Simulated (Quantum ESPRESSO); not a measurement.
## CoO: magnetism against volume

Wanted: the trend of the moments of CoO with volume.

Main program and level: Quantum ESPRESSO 7.5; PBE with U = 3.5 eV on Co d (ortho-atomic projectors); plane waves with GBRV 1.5 PBE potentials, no spin-orbit coupling.

This is a report of a sequence of runs, with most program output left out.

**1. The structure**

It takes space group Fm-3m (No. 225, cubic). The conventional cell has a = 4.261 Å, b = 4.261 Å, c = 4.261 Å, α = 90.00°, β = 90.00°, γ = 90.00°. Nearest to Co lie 6 O at 2.13 Å. Nearest to O lie 6 Co at 2.13 Å. Farther neighbours and most contacts between anions are not listed.

As a file:

```cif
data_structure
_symmetry_space_group_name_H-M 'Fm-3m'
_symmetry_Int_Tables_number 225
_cell_length_a 4.2610
_cell_length_b 4.2610
_cell_length_c 4.2610
_cell_angle_alpha 90.000
_cell_angle_beta 90.000
_cell_angle_gamma 90.000
_cell_volume 77.36
loop_
_atom_site_label
_atom_site_type_symbol
_atom_site_symmetry_multiplicity
_atom_site_Wyckoff_symbol
_atom_site_fract_x
_atom_site_fract_y
_atom_site_fract_z
_atom_site_occupancy
Co1 Co 4 a 0.00000 0.00000 0.00000 1
O1 O 4 b 0.50000 0.00000 0.00000 1
```

The lattice constants were typed from memory of published values and not checked against a source.

**2. Volume 0.91, ferro +**

All lengths scale alike; the factor is that of the volume. Atoms keep their fractional places. Seeded atoms are those given a starting moment.

The input, pw.in:

```
&CONTROL
  calculation = 'scf'
  prefix = 'pwscf'
  outdir = './tmp'
  pseudo_dir = './pseudo'
  disk_io = 'nowf'
  tprnfor = .true.
  tstress = .true.
/
&SYSTEM
  ibrav = 0
  celldm(1) = 8
  nat = 2
  ntyp = 2
  ecutwfc = 40
  ecutrho = 280
  nbnd = 20
  occupations = 'smearing'
  smearing = 'fd'
  degauss = 0.00367493
  nspin = 2
  starting_magnetization(1) = 0.1765
  starting_magnetization(2) = 0
/
&ELECTRONS
  conv_thr = 4d-09
  electron_maxstep = 150
  mixing_beta = 0.3
/
ATOMIC_SPECIES
Co     58.9332 co_pbe_v1.2.uspp.F.UPF
O      15.9990 o_pbe_v1.2.uspp.F.UPF
CELL_PARAMETERS alat
   0.0000000000000    0.4876829241444    0.4876829241444
   0.4876829241444    0.0000000000000    0.4876829241444
   0.4876829241444    0.4876829241444    0.0000000000000
ATOMIC_POSITIONS crystal
Co      0.0000000000    0.0000000000    0.0000000000
O       0.5000000000    0.5000000000    0.5000000000
K_POINTS automatic
10 10 10 0 0 0
HUBBARD {ortho-atomic}
U Co-3d 3.5000
```

Command:

```sh
$ OMP_NUM_THREADS=1 mpirun -n 4 pw.x -nk 4 -in pw.in > pw.out
```

The job ended after 6.9 s (4 MPI ranks of Arm Neoverse V2, shared host; peak memory 0.25 GiB).

Spin moment in the atom's sphere by atom:

```tsv
atom	spin moment in the atom's sphere (μB)
Co1	2.52
O2	0.25
```

Read from the output:

| Quantity | Value |
| --- | --- |
| smearing term TS | 0.03367 eV |
| pressure | 23.75 GPa |
| magnetization | 2.887 μB |
| absolute magnetization | 2.914 μB |
| final state | ferromagnetic |

**3. Volume 0.91, antiferro q=(0,0,1/2) +-**

The wavevector q is in fractions of the reciprocal vectors of the crystal's primitive cell, as the cells of these inputs are built from it; moments change sign between cells as cos(2π q·R).

The input, pw.in:

```
&CONTROL
  calculation = 'scf'
  prefix = 'pwscf'
  outdir = './tmp'
  pseudo_dir = './pseudo'
  disk_io = 'nowf'
  tprnfor = .true.
  tstress = .true.
/
&SYSTEM
  ibrav = 0
  celldm(1) = 8
  nat = 4
  ntyp = 3
  ecutwfc = 40
  ecutrho = 280
  nbnd = 32
  occupations = 'smearing'
  smearing = 'fd'
  degauss = 0.00367493
  nspin = 2
  starting_magnetization(1) = 0.1765
  starting_magnetization(2) = -0.1765
  starting_magnetization(3) = 0
/
&ELECTRONS
  conv_thr = 8d-09
  electron_maxstep = 150
  mixing_beta = 0.3
/
ATOMIC_SPECIES
Co1    58.9332 co_pbe_v1.2.uspp.F.UPF
Co2    58.9332 co_pbe_v1.2.uspp.F.UPF
O      15.9990 o_pbe_v1.2.uspp.F.UPF
CELL_PARAMETERS alat
   0.0000000000000    0.4876829241444    0.4876829241444
   0.4876829241444    0.0000000000000    0.4876829241444
   0.9753658482864    0.9753658482864    0.0000000000000
ATOMIC_POSITIONS crystal
Co1     0.0000000000    0.0000000000    0.0000000000
Co2     0.0000000000    0.0000000000    0.5000000000
O       0.5000000000    0.5000000000    0.2500000000
O       0.5000000000    0.5000000000    0.7500000000
K_POINTS automatic
10 10 5 0 0 0
HUBBARD {ortho-atomic}
U Co1-3d 3.5000
U Co2-3d 3.5000
```

It took 40 s on 4 MPI ranks; peak memory 0.38 GiB; 2.7 min of CPU time.

Spin moment in the atom's sphere by atom:

```tsv
atom	spin moment in the atom's sphere (μB)
Co1	2.51
Co2	-2.51
O3	0.00
O4	0.00
```

Numbers from this step:

```yaml
smearing_term_ts: 0.05594 eV
pressure: 21.65 GPa
magnetization: 0 μB
absolute_magnetization: 5.378 μB
final_state: antiferromagnetic
```

**4. Volume 0.91, no spin polarisation**

The input, pw.in:

```
&CONTROL
  calculation = 'scf'
  prefix = 'pwscf'
  outdir = './tmp'
  pseudo_dir = './pseudo'
  disk_io = 'nowf'
  tprnfor = .true.
  tstress = .true.
/
&SYSTEM
  ibrav = 0
  celldm(1) = 8
  nat = 2
  ntyp = 2
  ecutwfc = 40
  ecutrho = 280
  nbnd = 18
  occupations = 'smearing'
  smearing = 'fd'
  degauss = 0.00367493
/
&ELECTRONS
  conv_thr = 4d-09
  electron_maxstep = 150
  mixing_beta = 0.3
/
ATOMIC_SPECIES
Co     58.9332 co_pbe_v1.2.uspp.F.UPF
O      15.9990 o_pbe_v1.2.uspp.F.UPF
CELL_PARAMETERS alat
   0.0000000000000    0.4876829241444    0.4876829241444
   0.4876829241444    0.0000000000000    0.4876829241444
   0.4876829241444    0.4876829241444    0.0000000000000
ATOMIC_POSITIONS crystal
Co      0.0000000000    0.0000000000    0.0000000000
O       0.5000000000    0.5000000000    0.5000000000
K_POINTS automatic
10 10 10 0 0 0
HUBBARD {ortho-atomic}
U Co-3d 3.5000
```

The job ended after 3.2 s (4 MPI ranks; peak memory 0.23 GiB; 13 s of CPU time).

Numbers from this step:

| Quantity | Value |
| --- | --- |
| smearing term TS | 0.02131 eV |
| pressure | -1.397 GPa |
| final state | non-magnetic (no spin polarisation) |

**5. Volume 1.09, ferro +**

Changes to pw.in since step 4:

```diff
@@ -16,3 +16,3 @@
   ecutrho = 280
-  nbnd = 18
+  nbnd = 20
   occupations = 'smearing'
@@ -20,2 +20,5 @@
   degauss = 0.00367493
+  nspin = 2
+  starting_magnetization(1) = 0.1765
+  starting_magnetization(2) = 0
 /
@@ -30,5 +33,5 @@
 CELL_PARAMETERS alat
-   0.0000000000000    0.4876829241444    0.4876829241444
-   0.4876829241444    0.0000000000000    0.4876829241444
-   0.4876829241444    0.4876829241444    0.0000000000000
+   0.0000000000000    0.5179238589301    0.5179238589301
+   0.5179238589301    0.0000000000000    0.5179238589301
+   0.5179238589301    0.5179238589301    0.0000000000000
 ATOMIC_POSITIONS crystal
```

The job ended after 6.7 s (4 MPI ranks; peak memory 0.27 GiB).

Numbers from this step:

| Item | Value |
| --- | --- |
| smearing term TS | 0.04023 eV |
| pressure | -11.33 GPa |
| magnetization | 2.998 μB |
| absolute magnetization | 3.027 μB |
| final state | ferromagnetic |
| largest moment | 2.634 μB |

**6. Trends**

The runs not shown differ from these in the moved quantity alone.

States, by row:

```tsv
volume	ferro +	antiferro q=(0,0,1/2) +-	no spin polarisation
0.91	ferromagnetic	antiferromagnetic	non-magnetic
0.94	ferromagnetic	antiferromagnetic	non-magnetic
0.97	ferromagnetic	antiferromagnetic	non-magnetic
1	ferromagnetic	antiferromagnetic	non-magnetic
1.03	ferromagnetic	antiferromagnetic	non-magnetic
1.06	ferromagnetic	antiferromagnetic	non-magnetic
1.09	ferromagnetic	antiferromagnetic	non-magnetic
```

Largest site moment against volume:

```tsv
volume (factor)	ferro + (μB)	antiferro q=(0,0,1/2) +- (μB)
0.9100	2.52	2.51
0.9400	2.57	2.52
0.9700	2.60	2.54
1.0000	2.61	2.55
1.0300	2.62	2.56
1.0600	2.63	2.57
1.0900	2.63	2.58
```

Table of energy less that of the parallel start by volume; values in meV a seeded atom:

```tsv
volume (factor)	antiferro q=(0,0,1/2) +-	no spin polarisation
0.9100	-62.6	482
0.9400	-54.8	570
0.9700	-47.0	651
1.0000	-39.7	725
1.0300	-33.3	794
1.0600	-27.6	857
1.0900	-22.5	915
```

Energy over the lowest against volume; values in meV an atom:

```tsv
volume (factor)	ferro +	antiferro q=(0,0,1/2) +-	no spin polarisation
0.9100	87.1	55.9	328
0.9400	51.5	24.1	336
0.9700	29.7	6.21	355
1.0000	19.9	0	383
1.0300	20.4	3.79	417
1.0600	29.8	16.1	458
1.0900	46.8	35.5	504
```

**7. Summary of results**

```json
{
  "moment, parallel start": "2.52 to 2.63 μB",
  "states met from these starts": "antiferromagnetic and ferromagnetic"
}
```

The moment of the parallel start goes from 2.52 μB at 0.91 to 2.63 μB at 1.09. The net moment of the cell goes from 2.89 to 3.00 μB. The radius of the spheres follows the nearest distance, so part of the change of the site moments is the spheres'. The largest moment of the start antiferro q=(0,0,1/2) +- lies between 2.51 and 2.58 μB. The start antiferro q=(0,0,1/2) +- lies under the parallel one at every finished point, by 22.5 to 62.6 meV a seeded atom. The smearing term is large for its width, so states at the Fermi level are partly filled: at this level the cell is a metal or has a gap of a few widths at most. Degenerate orbitals of a corrected shell are partly filled. Whether a state of lower symmetry lies under this one was not tested; under a U it often does.

[Logs and program files are shortened in this print: banners, set-up blocks, solver, clock and traceback lines can be left out without a mark of their own.]

[Logs are printed without paths, hosts, clocks, repeated set-up lines and the standing remarks that a program may print on its own settings, such as how far it seeks lower states.]

[Hosts, paths, dates, database ids (printed as entryN), source tags and the programs' standing remarks are cut or masked in the printed files.]

[Where a cell is said to come from a database of computed structures, the database is the Materials Project.]
